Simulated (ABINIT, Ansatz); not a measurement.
# CaHClO (P6_3mc): G0W0 on several meshes in ABINIT, part 2 of 2

How does the mesh move the gap of CaHClO (P6_3mc)?

ABINIT 10.8.3; LDA and many-body steps on it, plane waves. Known limits of the many-body steps: not at the basis limit; coarse k mesh.

So far. Step 4 (3×3×2): The gap on the mesh goes from 5.07 eV to 7.66 eV, a correction of +2.59 eV. Step 5 (Empty states on the mesh, 3×3×1 mesh, 194 bands): On this mesh the gap is 5.066 eV.

## 7. 3×3×1

This step: G0W0 on LDA, plane waves, norm-conserving pseudopotentials.

run.abi

```
acell 3*1.0 Angstrom
rprim 
  3.869837503795 0.000000000001 0.000000000000
  -1.934918751899 3.351377586804 0.000000000000
  0.000000000000 0.000000000000 9.809829070000
ntypat 4
znucl 20 1 17 8
natom 8
typat 1 1 2 2 3 3 4 4
xred 
  0.333333333333 0.666666666667 0.000072350000
  0.666666666667 0.333333333333 0.500072350000
  0.000000000000 0.000000000000 0.166937970000
  0.000000000000 0.000000000000 0.666937970000
  0.333333333333 0.666666666667 0.316666000000
  0.666666666667 0.333333333333 0.816666000000
  0.000000000000 0.000000000000 0.068122680000
  0.000000000000 0.000000000000 0.568122680000
pp_dirpath "pseudos"
pseudos "Ca.upf, H.upf, Cl.upf, O.upf"
ecut 36
ngkpt 3 3 1
nshiftk 1
shiftk 0 0 0
kptopt 1
chksymbreak 0
istwfk *1
occopt 1
irdwfk 1
optdriver 4
nband 178
gwcalctyp 0
ecutsigx 36
symsigma 1
nkptgw 1
kptgw 
  0.0000000000 0.0000000000 0.0000000000
bdgw 
  23 26
ecuteps 5.2
irdscr 1
ppmodel 1
indata_prefix "in"
outdata_prefix "out"
tmpdata_prefix "tmp"
```

The run is started by

```bash
OMP_NUM_THREADS=1 mpirun -n 4 abinit run.abi > log
```

Numbers of over 12 decimals in the logs are rounded to 6 here.

Log:

```text
.Version 10.8.3 of ABINIT. v10.8.2 released Aug 2026.

 Symmetries : space group P6_3 m c (#186); Bravais hP (primitive hexag.)
[... echo of the input left out ...]
== DATASET  1 ==================================================================
-   mpi_nproc: 4, omp_nthreads: 1 (-1 if OMP is not activated)

--- !DatasetInfo
iteration_state: {dtset: 1, }
dimensions: {natom: 8, nkpt: 3, mband: 178, nsppol: 1, nspinor: 1, nspden: 1, mpw: 8886, }
cutoff_energies: {ecut:  36.0, pawecutdg:  -1.0, }
electrons: {nelect:   4.80000000E+01, charge:   0.00000000E+00, occopt:   1.00000000E+00, tsmear:   1.00000000E-02, }

 SIGMA: Calculation of the GW corrections

 Based on a program developped by R.W. Godby, V. Olevano, G. Onida, and L. Reining.
 Incorporated in ABINIT by V. Olevano, G.-M. Rignanese, and M. Torrent.
.Using double precision arithmetic ; gwpc =  8

[... cell and pseudopotentials left out ...]
--------------------------------------------------------------------------------

 ==== K-mesh for the wavefunctions ====
 Number of points in the irreducible wedge :     3
[... list of points left out ...]
 Together with 12 symmetry operations and time-reversal symmetry
 yields     9 points in the full Brillouin Zone.

 ==== Q-mesh for screening function ====
 Number of points in the irreducible wedge :     3
[... list of points left out ...]
 Together with 12 symmetry operations and time-reversal symmetry
 yields     9 points in the full Brillouin Zone.

 vcoul_init : cutoff-mode = AUXILIARY_FUNCTION
 q-points for optical limit:   1
     1)      0.000010    0.000020    0.000030
 setmesh: FFT mesh size selected  =    36x   36x  108
          total number of points  =       139968

 Number of electrons calculated from density =   48.0000; Expected =   48.0000
[...]
number of k-points in IBZ                           3
 number of q-points in IBZ                           3
 number of symmetry operations                      12
 number of k-points in BZ                            9
 number of q-points in BZ                            9
 number of frequencies for dSigma/dE                 9
 frequency step for dSigma/dE [eV]                0.25
 number of omega for Sigma on real axis              0
 max omega for Sigma on real axis  [eV]           0.00
 zcut for avoiding poles [eV]                     0.10

 EPSILON^-1 parameters (SCR file):
 dimension of the eps^-1 matrix on file            499
 dimension of the eps^-1 matrix used               499
 number of plane-waves for wavefunctions          8847
 number of bands                                   178
 number of q-points in IBZ                           3
 number of frequencies                               2
 number of real frequencies                          1
 number of imag frequencies                          1

 matrix elements of self-energy operator (all in [eV])

 Perturbative Calculation

--- !SelfEnergy_ee
iteration_state: {dtset: 1, }
kpoint     : [   0.000,    0.000,    0.000, ]
spin       : 1
KS_gap     :    5.066
QP_gap     :    7.735
Delta_QP_KS:    2.669
data: !SigmaeeData |
     Band     E0 <VxcDFT>   SigX SigC(E0)      Z dSigC/dE  Sig(E)    E-E0       E
       23   0.926 -15.754 -20.576   2.999   0.802  -0.247 -17.216  -1.462  -0.536
       24   0.926 -15.754 -20.576   2.999   0.802  -0.247 -17.216  -1.462  -0.536
       25   5.992  -9.638  -4.827  -3.392   0.851  -0.175  -8.431   1.207   7.199
       26   6.916 -10.917  -5.271  -3.518   0.846  -0.182  -9.116   1.801   8.717

== END DATASET(S) ==============================================================
================================================================================

 -outvars: echo values of variables after computation  --------
           etotal      0.0000000000E+00
            nband         178
             nkpt           3
          spgroup         186
 [... the other variables as echoed above ...]

 Calculation completed.
```

It took 11 s on 4 MPI ranks of Arm Neoverse V1, shared host; peak memory 0.88 GiB; 46 s of CPU time.

This step gave:

- G0W0 gap on the points computed: 7.735 eV
- starting gap on the mesh: 5.066 eV
- k of the valence top: 0, 0, 0
- k of the conduction bottom: 0, 0, 0
- Z at the valence top: 0.802
- Z at the conduction bottom: 0.851
- least direct G0W0 gap on the computed points: 7.735 eV

Against G0W0 in ABINIT (3×3×2 mesh, 178 bands, screening to 141.5 eV, Godby-Needs plasmon pole), the gap moves by +0.077 eV.

## 8. Empty states on the mesh, 6×6×2 mesh, 194 bands

This step: DFT, LDA, plane waves, norm-conserving pseudopotentials.

run.abi, as its differences from that of step 7:

```diff
@@ -21,3 +21,3 @@
 ecut 36
-ngkpt 3 3 1
+ngkpt 6 6 2
 nshiftk 1
@@ -26,18 +26,10 @@
 chksymbreak 0
+iscf -2
+irdden 1
 istwfk *1
-occopt 1
-irdwfk 1
-optdriver 4
-nband 178
-gwcalctyp 0
-ecutsigx 36
-symsigma 1
-nkptgw 1
-kptgw 
-  0.0000000000 0.0000000000 0.0000000000
-bdgw 
-  23 26
-ecuteps 5.2
-irdscr 1
-ppmodel 1
+nband 194
+nbdbuf 16
+tolwfr 1e-09
+nstep 60
+prtvol 0
 indata_prefix "in"
```

Log:

```text
.Version 10.8.3 of ABINIT. v10.8.2 released Aug 2026.

 Symmetries : space group P6_3 m c (#186); Bravais hP (primitive hexag.)
[... echo of the input left out ...]
== DATASET  1 ==================================================================
-   mpi_nproc: 4, omp_nthreads: 1 (-1 if OMP is not activated)

--- !DatasetInfo
iteration_state: {dtset: 1, }
dimensions: {natom: 8, nkpt: 14, mband: 194, nsppol: 1, nspinor: 1, nspden: 1, mpw: 8886, }
cutoff_energies: {ecut:  36.0, pawecutdg:  -1.0, }
[...]
2.20982    2.22678    2.23183    2.23553    2.23583    2.23583    2.25268    2.25442
   2.25442    2.26983    2.26983    2.28561    2.29882    2.30560    2.30560    2.30979
   2.30979    2.33714
 prteigrs : prtvol=0 or 1, do not print more k-points.

== END DATASET(S) ==============================================================
================================================================================

 -outvars: echo values of variables after computation  --------
            nband         194
             nkpt          14
          spgroup         186
 [... the other variables as echoed above ...]

 Calculation completed.
```

The job ended after 5.5 min (4 MPI ranks; peak memory 0.77 GiB).

Numbers from this step:

| Quantity | Value |
| --- | --- |
| gap | 5.066 eV |
| k of the valence top | 0, 0, 0 |
| k of the conduction bottom | 0, 0, 0 |
| least direct gap | 5.066 eV |
| k points computed | 14 |
| lowest point of the top converged band, above the valence top | 57.5915 eV |

On this mesh the gap is 5.066 eV.

## 9. Screening, 6×6×2 mesh, 178 bands, screening to 141.5 eV

This step: RPA screening on LDA, plane waves, norm-conserving pseudopotentials.

run.abi, as its differences from that of step 8:

```diff
@@ -26,10 +26,11 @@
 chksymbreak 0
-iscf -2
-irdden 1
 istwfk *1
-nband 194
-nbdbuf 16
-tolwfr 1e-09
-nstep 60
-prtvol 0
+occopt 1
+irdwfk 1
+optdriver 3
+nband 178
+ecuteps 5.2
+inclvkb 2
+awtr 1
+symchi 1
 indata_prefix "in"
```

Log:

```text
.Version 10.8.3 of ABINIT. v10.8.2 released Aug 2026.

 Symmetries : space group P6_3 m c (#186); Bravais hP (primitive hexag.)
[... echo of the input left out ...]
== DATASET  1 ==================================================================
-   mpi_nproc: 4, omp_nthreads: 1 (-1 if OMP is not activated)

--- !DatasetInfo
iteration_state: {dtset: 1, }
dimensions: {natom: 8, nkpt: 14, mband: 178, nsppol: 1, nspinor: 1, nspden: 1, mpw: 8886, }
cutoff_energies: {ecut:  36.0, pawecutdg:  -1.0, }
[...]
--------------------------------------------------------------------------------
[... chi0 elements left out ...]
 For q-point:  0.000010 0.000020 0.000030
  dielectric constant =   2.8670
  dielectric constant without local fields =   3.2782

  Average fulfillment of the sum rule on Im[epsilon] for q-point    1 :     67.17  [%]
[... wings left out ...]
  q-point number  2        q = ( 0.166667, 0.000000, 0.000000) [r.l.u.]
--------------------------------------------------------------------------------
[... chi0 elements left out ...]
  Average fulfillment of the sum rule on Im[epsilon] for q-point    2 :     72.10  [%]

 [... 12 further q-points ...]
```

The job ended after 14 min (4 MPI ranks; peak memory 3.3 GiB).

This step gave:

| Quantity | Value |
| --- | --- |
| ε∞ with local fields, on this mesh, along the program's q direction | 2.867 |
| the same without local fields | 3.278 |
| plasma frequency | 22.81 eV |
| plane waves in the screening matrix | 499 |

## 10. 6×6×2

This step: G0W0 on LDA, plane waves, norm-conserving pseudopotentials.

run.abi, as its differences from that of step 9:

```diff
@@ -29,8 +29,15 @@
 irdwfk 1
-optdriver 3
+optdriver 4
 nband 178
+gwcalctyp 0
+ecutsigx 36
+symsigma 1
+nkptgw 1
+kptgw 
+  0.0000000000 0.0000000000 0.0000000000
+bdgw 
+  23 26
 ecuteps 5.2
-inclvkb 2
-awtr 1
-symchi 1
+irdscr 1
+ppmodel 1
 indata_prefix "in"
```

Log:

```text
.Version 10.8.3 of ABINIT. v10.8.2 released Aug 2026.

 Symmetries : space group P6_3 m c (#186); Bravais hP (primitive hexag.)
[... echo of the input left out ...]
== DATASET  1 ==================================================================
-   mpi_nproc: 4, omp_nthreads: 1 (-1 if OMP is not activated)

--- !DatasetInfo
iteration_state: {dtset: 1, }
dimensions: {natom: 8, nkpt: 14, mband: 178, nsppol: 1, nspinor: 1, nspden: 1, mpw: 8886, }
cutoff_energies: {ecut:  36.0, pawecutdg:  -1.0, }
[...]
24   0.926 -15.751 -20.549   2.926   0.804  -0.244 -17.257  -1.505  -0.579
       25   5.992  -9.641  -4.963  -3.295   0.854  -0.171  -8.460   1.181   7.173
       26   6.916 -10.922  -5.354  -3.453   0.848  -0.179  -9.128   1.794   8.710

== END DATASET(S) ==============================================================
================================================================================

 -outvars: echo values of variables after computation  --------
           etotal      0.0000000000E+00
            nband         178
             nkpt          14
          spgroup         186
 [... the other variables as echoed above ...]

 Calculation completed.
```

Elapsed: 37 s, on 4 MPI ranks; peak memory 3.1 GiB; 2.4 min of CPU time.

Numbers from this step:

- G0W0 gap on the points computed: 7.752 eV
- starting gap on the mesh: 5.066 eV
- k of the valence top: 0, 0, 0
- k of the conduction bottom: 0, 0, 0
- least direct G0W0 gap on the computed points: 7.752 eV

Against G0W0 in ABINIT (3×3×2 mesh, 178 bands, screening to 141.5 eV, Godby-Needs plasmon pole), the gap moves by +0.094 eV.

## 11. The runs together

Times are wall times on 4 MPI ranks of Arm Neoverse V1, shared host, good to a factor of about two. A run's time includes the screening step that it read.

| run | mesh | bands | screening cutoff (eV) | DFT gap (eV) | gap on the mesh (eV) | direct (eV) | ε∞ used | time |
| --- | --- | --- | --- | --- | --- | --- | --- | --- |
| 3×3×2 | 3×3×2 | 178 | 141.5 | 5.066 | 7.658 | 7.658 | 2.95 | 2.3 min |
| 3×3×1 | 3×3×1 | 178 | 141.5 | 5.066 | 7.735 | 7.735 | 2.98 | 56 s |
| 6×6×2 | 6×6×2 | 178 | 141.5 | 5.066 | 7.752 | 7.752 | 2.87 | 14 min |

## 12. Outcome

```
3×3×2        : 7.658 eV
3×3×1        : 7.735 eV
6×6×2        : 7.752 eV
known limits : not at the basis limit; coarse k mesh
```

In words: 3×3×1: +0.077 eV against 3×3×2. 6×6×2: +0.094 eV against 3×3×2. Bands and cutoff are finite, so the gap is not at the basis limit. The miss can reach some tenths of an eV and take either sign; the mesh is an error of its own. In the first G0W0 run levels were corrected at 1 k point alone, so a gap called «on the mesh» is the least over those, and an edge elsewhere would be missed. The 3×3×2 mesh is coarse for this cell, which bears on the long-range parts of exchange and screening.

[Paths, hosts, dates, memory and timing lines, banners, echoed tables and standing remarks are left out of the program output.]

[Logs are printed without paths, hosts, clocks, repeated set-up lines and the standing remarks that a program may print on its own settings, such as how far it seeks lower states.]

[Runs of the session that timed out or met a known fault of the program may be left out.]

[No measured gap is set beside runs whose start may be inverted or whose files or cutoffs have a known fault.]

[Hosts, paths, dates, database ids (printed as entryN), source tags and the programs' standing remarks are cut or masked in the printed files.]

[G0W0 gaps are taken among the corrected bands and points alone; a level outside them can change the order at an edge.]

[Where Ansatz stands beside ABINIT at settings called matched, ABINIT's density can come from a denser mesh and the files from another edition; pairs whose starting gaps differed by over 0.03 eV were left out, so agreement reads better than it is.]
